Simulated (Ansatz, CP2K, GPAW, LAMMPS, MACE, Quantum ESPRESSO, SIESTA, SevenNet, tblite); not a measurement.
**Running amorphous 29Ga2O3-71GeO2 (mol %) (86 atoms) with tblite**

How near does tblite come to plane waves for amorphous 29Ga2O3-71GeO2 (mol %) (86 atoms)?

Program: tblite 0.8.0. Level of theory: the method is named at each step. Results are calculated unless marked as measured.

### Step 1. Starting point

The cell holds 86 atoms: 14 Ga, 17 Ge and 55 O. Cell: a = 10.944 Å, b = 10.944 Å, c = 10.944 Å, α = 90.0°, β = 90.0°, γ = 90.0°. 86 atoms (14 Fe, 17 Ge, 55 O) placed at random at 3.74 g/cm³, melted at 5000 K for 10 ps at fixed volume with the Morse and Coulomb pair potential with partial charges (Pedone, Malavasi, Menziani, Cormack and Segre, J. Phys. Chem. B 110, 11780 (2006)). Quenched from 5000 K to 300 K at 100 K/ps and fixed volume, held 5 ps, then minimised at fixed cell. Then Fe was replaced by Ga and the cell scaled by 1.006 (the potential has no terms for the new elements, so the cell is a start for a DFT relaxation).

The yardstick, on the same geometry:

```
method                                           : Kohn-Sham DFT, PBE, PAW, plane waves (Ansatz 0.2.0); cutoff 420 eV, Γ point, fermi-dirac smearing of 0.05 eV; PAW set soft_2
r.m.s. force component                           : 0.7887 eV/Å
longest force                                    : 2.383 eV/Å
pressure                                         : -2.484 GPa
gap (highest filled to lowest empty level) : 1.105 eV
SCF cycles                                       : 10
time                                             : 12 s on 8 threads of Arm Neoverse V2, shared host
CPU time                                         : 87 s
```

### Step 2. GFN1-xTB

Method: GFN1-xTB tight binding, diagonalisation.

run.py reads:

```python
import numpy as np
from ase.io import read
from tblite.ase import TBLite

atoms = read("structure.xyz")
atoms.calc = TBLite(method="GFN1-xTB", electronic_temperature=580, accuracy=1.0, max_iterations=250, mixer_damping=0.4, verbosity=1)
energy = atoms.get_potential_energy()
forces = atoms.get_forces()
print(f"energy {energy:.6f} eV")
print("forces (eV/A)")
for i, (a, f) in enumerate(zip(atoms, forces)):
    print(f"{i:4d} {a.symbol:2s} {f[0]:10.5f} {f[1]:10.5f} {f[2]:10.5f}")
stress = -atoms.get_stress(voigt=False) * 160.21766
print("stress (GPa, compression positive)")
for row in stress:
    print(" ".join(f"{x:10.4f}" for x in row))
print("charges (e)")
print(np.array2string(atoms.get_charges(), precision=4, suppress_small=True, max_line_width=110, threshold=100000))
```

structure.xyz reads:

```xyz
86
Lattice="10.94387 0.00000 0.00000 0.00000 10.94387 0.00000 0.00000 0.00000 10.94387" Properties=species:S:1:pos:R:3 pbc="T T T"
Ga 9.22262 5.88375 7.49020
Ga 0.41926 10.52844 5.54624
Ga 10.88302 6.22750 0.43294
Ga 4.35205 7.41108 10.06967
Ga 6.21382 6.94060 1.15972
Ga 8.74995 5.93464 2.35895
Ga 10.06639 8.76440 3.27145
Ga 6.78443 8.05338 7.73261
Ga 3.03561 7.87871 2.04650
Ga 2.89301 5.20206 0.56525
Ga 1.05980 8.86136 10.85610
Ga 7.21223 8.51159 4.21241
Ga 8.96325 8.75028 10.88313
Ga 0.52914 7.58640 6.43576
Ge 10.92778 0.96219 10.04910
Ge 5.73130 4.41279 9.92456
Ge 1.65154 5.20337 8.74164
Ge 8.97157 3.82663 10.38716
Ge 3.20929 6.86213 5.29103
Ge 3.33722 8.88817 7.87608
Ge 2.03731 2.03457 7.49841
Ge 1.52437 0.17215 2.12968
Ge 9.47389 3.48792 4.78160
Ge 6.18942 9.85485 1.27912
Ge 0.99031 5.17754 3.47599
Ge 6.53688 4.14532 3.50259
Ge 4.50023 1.41526 2.89006
Ge 5.85924 5.12436 6.70017
Ge 4.74581 0.65050 6.23658
Ge 8.15647 0.35206 5.62033
Ge 9.72866 9.33622 8.05173
O 3.72442 1.83572 7.03308
O 6.60331 8.61140 5.92950
O 4.19019 6.70575 1.08082
O 6.25366 8.61009 2.55091
O 3.07588 6.08118 9.30262
O 5.38537 0.26145 1.92929
O 8.38114 10.15022 4.29175
O 0.50232 9.41249 7.34509
O 3.51068 7.66312 3.82806
O 9.56188 7.75461 7.09108
O 9.83482 2.30719 10.21085
O 4.88600 8.11586 8.32741
O 2.22686 4.91960 2.33356
O 6.30717 4.33191 5.22001
O 7.22733 3.70658 10.45949
O 9.19143 10.54026 6.80643
O 1.88092 3.73022 7.87597
O 2.59556 8.87964 9.46174
O 2.83665 1.27649 2.40678
O 10.79886 6.19806 2.60300
O 3.94614 10.24182 7.01163
O 6.57398 5.56375 2.50264
O 1.26478 1.33636 8.92954
O 4.46390 0.79332 4.53011
O 2.63791 7.89567 6.59040
[... 26 atom lines left out ...]
O 0.72240 0.48635 0.61001
O 4.47517 5.98608 6.04430
O 8.31822 4.03938 3.52415
O 2.29427 9.58891 1.67901
```

The run is started by

```bash
OMP_NUM_THREADS=1 python run.py > output.txt
```

What it wrote:

```text
------------------------------------------------------------
  cycle        total energy    energy error   density error
------------------------------------------------------------
      1     -247.7074239733  -2.4797101E+02   1.0890442E+00
      2     -303.2346498951  -5.5527226E+01   1.8410747E+00
      3     -150.9076957142   1.5232695E+02   1.1565708E+00
      4     -288.4860803673  -1.3757838E+02   5.2572453E-01
      5     -290.1332749456  -1.6471946E+00   4.4455217E-01
      6     -301.1872378229  -1.1053963E+01   2.3444164E-01
      7     -303.0958591064  -1.9086213E+00   1.7728054E-01
      8     -304.9024320108  -1.8065729E+00   1.1644287E-01
      9     -305.3585897372  -4.5615773E-01   7.6731113E-02
     10     -305.5487865548  -1.9019682E-01   5.5676477E-02
     11     -305.5546184009  -5.8318461E-03   4.7635540E-02
     12     -305.5349089001   1.9709501E-02   4.2339330E-02
     13     -305.7046111696  -1.6970227E-01   1.8954029E-02
     14     -305.7160145914  -1.1403422E-02   1.5931601E-02
     15     -305.7379799867  -2.1965395E-02   7.9735813E-03
     16     -305.7409282107  -2.9482240E-03   5.1225895E-03
     17     -305.7418818484  -9.5363777E-04   4.1579448E-03
     18     -305.7431686825  -1.2868340E-03   1.6271301E-03
     19     -305.7432122375  -4.3555080E-05   1.2452006E-03
     20     -305.7433326280  -1.2039047E-04   5.8321222E-04
     21     -305.7433450298  -1.2401839E-05   4.4987186E-04
     22     -305.7433633924  -1.8362595E-05   1.5561187E-04
     23     -305.7433645872  -1.1947375E-06   8.9636582E-05
     24     -305.7433649417  -3.5455162E-07   6.2441450E-05
     25     -305.7433651912  -2.4943057E-07   3.4567712E-05
     26     -305.7433652210  -2.9826708E-08   2.7302084E-05
     27     -305.7433652831  -6.2080062E-08   1.2228169E-05
------------------------------------------------------------
 total:                                   4.711 sec
energy -8319.700737 eV
forces (eV/A)
   0 Ga   -0.18705   -0.67095   -0.17471
   1 Ga    0.35974   -0.25913    0.46291
   2 Ga    0.73148    0.18257   -0.30234
   3 Ga    0.38605   -0.45658   -0.15704
   4 Ga    0.47545    0.00334   -0.28069
   5 Ga    0.02017    1.02176   -0.36338
   6 Ga    0.02094   -0.47777   -0.23609
   7 Ga   -0.13237   -0.11031   -1.17704
   8 Ga   -0.57352   -0.33250   -0.23664
   9 Ga    0.14106    0.47004   -0.09880
  10 Ga   -0.05188   -1.68342    0.43883
  11 Ga    0.43292    0.56160    0.20197
  12 Ga   -0.17574   -0.86202    0.98560
  13 Ga   -0.22267    0.87535    0.72053
  14 Ge    0.31295   -0.21167   -0.53010
  15 Ge   -0.05702    1.66339    0.46833
  16 Ge    0.68947    1.24594    0.45421
  17 Ge   -0.22915    1.28131   -0.73220
  18 Ge    0.02841   -0.07725   -0.59219
  19 Ge    0.86961   -0.26444    0.20411
  20 Ge   -0.68829   -0.57560   -0.13886
  21 Ge    0.38035   -0.87042    0.63172
  22 Ge   -0.60603    1.13686    0.67868
  23 Ge    0.09585   -1.37823   -0.12238
[...]
78 O     0.42596    0.61356    0.17963
  79 O    -0.27352    0.47362    0.40326
  80 O     0.27414    0.09906   -0.03783
  81 O    -0.31091   -0.20304   -0.79873
  82 O    -0.07143    0.49676    0.01620
  83 O    -0.29925   -0.15954    0.14221
  84 O     0.32254   -0.28555   -0.66137
  85 O     0.49878   -0.24453   -0.36968
stress (GPa, compression positive)
   -2.5710    -0.7250     0.0014
   -0.7250    -1.3870    -0.5847
    0.0014    -0.5847    -4.6875
charges (e)
[ 0.5417  0.5321  0.584   0.5737  0.5707  0.5564  0.5551  0.5311  0.5601  0.5563  0.5617  0.5227  0.5567
  0.5496  0.6794  0.6706  0.6781  0.6722  0.6877  0.7     0.668   0.6775  0.6697  0.6658  0.6703  0.6772
  0.6786  0.6878  0.6785  0.6784  0.7289 -0.3353 -0.3981 -0.3177 -0.3548 -0.4121 -0.3413 -0.3628 -0.3859
 -0.3564 -0.3394 -0.3318 -0.3248 -0.3754 -0.3518 -0.348  -0.3486 -0.3377 -0.3377 -0.3307 -0.3596 -0.3459
 -0.3464 -0.3563 -0.3577 -0.3144 -0.3361 -0.326  -0.3376 -0.3431 -0.3369 -0.3388 -0.3424 -0.4007 -0.3793
 -0.3324 -0.3772 -0.3579 -0.3377 -0.3444 -0.3716 -0.328  -0.3662 -0.351  -0.375  -0.3724 -0.3859 -0.3476
 -0.325  -0.3737 -0.3407 -0.3554 -0.3368 -0.3488 -0.3332 -0.3481]
```

Run time: 5.2 s. Hardware: 1 thread of Arm Neoverse V2, shared host; peak memory 0.13 GiB.

Banners, paths, timers and routine set-up lines are dropped from the logs unmarked, and long logs keep their key lines alone; longer cuts are marked.

Numbers from this run, and their distance from the reference:

| Item | Value |
| --- | --- |
| r.m.s. force component | 0.5698 eV/Å |
| r.m.s. difference of force components | 464.6 meV/Å |
| longest difference of force vectors | 1632 meV/Å |
| force difference over r.m.s. force | 58.9 % |
| slope of forces against the reference's | 0.5875 |
| correlation of force components | 0.8132 |
| pressure | -2.882 GPa |
| pressure difference | -0.3982 GPa |

Length of the force difference by element (eV/Å):

| element | atoms | mean | most |
| --- | --- | --- | --- |
| Ga | 14 | 0.49 | 0.77 |
| Ge | 17 | 0.69 | 1.2 |
| O | 55 | 0.76 | 1.6 |

Local excerpt of 11 atoms (numbers count through the whole input) about Ge18, picked at random; x, y, z are measured from there.

| atom | x | y | z | distance (Å) | bonds | Mulliken charge (e) | Fx | Fy | Fz (eV/Å) |
| --- | --- | --- | --- | --- | --- | --- | --- | --- | --- |
| Ge18 | 0.00 | 0.00 | 0.00 | 0.00 | 4 | 0.67 | -0.23 | 1.28 | -0.73 |
| O67 | 0.30 | 1.05 | -1.33 | 1.72 | 2 | -0.38 | 0.12 | 0.30 | -1.01 |
| O57 | 0.50 | 0.99 | 1.35 | 1.75 | 3 | -0.34 | 0.42 | -0.18 | 0.35 |
| O46 | -1.74 | -0.12 | 0.07 | 1.75 | 2 | -0.35 | -0.25 | -1.25 | 0.37 |
| O42 | 0.86 | -1.52 | -0.18 | 1.76 | 2 | -0.33 | -0.29 | -0.29 | 0.18 |
| Ga3 | 1.91 | 2.40 | 0.99 | 3.22 | 5 | 0.58 | 0.73 | 0.18 | -0.30 |
| O60 | 3.08 | 1.09 | 0.00 | 3.27 | 3 | -0.34 | -0.51 | -0.60 | 0.85 |
| Ge16 | -3.24 | 0.59 | -0.46 | 3.33 | 4 | 0.67 | -0.06 | 1.66 | 0.47 |
| Ge15 | 1.96 | -2.86 | -0.34 | 3.49 | 4 | 0.68 | 0.31 | -0.21 | -0.53 |
| Ga1 | 0.25 | 2.06 | -2.90 | 3.56 | 5 | 0.54 | -0.19 | -0.67 | -0.17 |
| Ga6 | -0.22 | 2.11 | 2.92 | 3.60 | 6 | 0.56 | 0.02 | 1.02 | -0.36 |

Atoms are counted from 1 here, from 0 in the log.

Forces lie 59 % from the reference's, at 0.060 times its CPU time (on 1 against 8 cores).

Left out of this page: tblite IPEA1-xTB (killed or ended with an error).

### Step 3. Outcome

| Item | Value |
| --- | --- |
| force difference from the reference | tblite GFN1-xTB, 59 % |
| its CPU time | 5.2 s |

Tight binding differs by 59 % (tblite GFN1-xTB); it is another model, with fitted parameters of its own, and the xTB methods hold dispersion. One electronic-structure run takes under half the reference's CPU time: tblite GFN1-xTB, at 59 % in 5.2 s against 87 s. Periodic xTB results under one method name differ between programs and library versions. The quench rate of 100 K/ps is many orders above laboratory rates, so the cell is likely richer in defects and strain than a real sample. The network of bonds at the start is that of the classical potential that made the cell, and needn't be the one that DFT or experiment would give. The reference's pressure of -2.5 GPa belongs to a cell and atoms that aren't relaxed at this level. The electronic-structure runs sample only Γ, in a cell whose shortest periodic width is 11 Å.

[Also dropped from logs without a mark: logging warnings of Python, and SIESTA's first energy breakdown and zero terms.]

[Logs are printed without paths, hosts, clocks, repeated set-up lines and the standing remarks that a program may print on its own settings, such as how far it seeks lower states.]

[Hosts, paths, dates, database ids (printed as entryN), source tags and the programs' standing remarks are cut or masked in the printed files.]
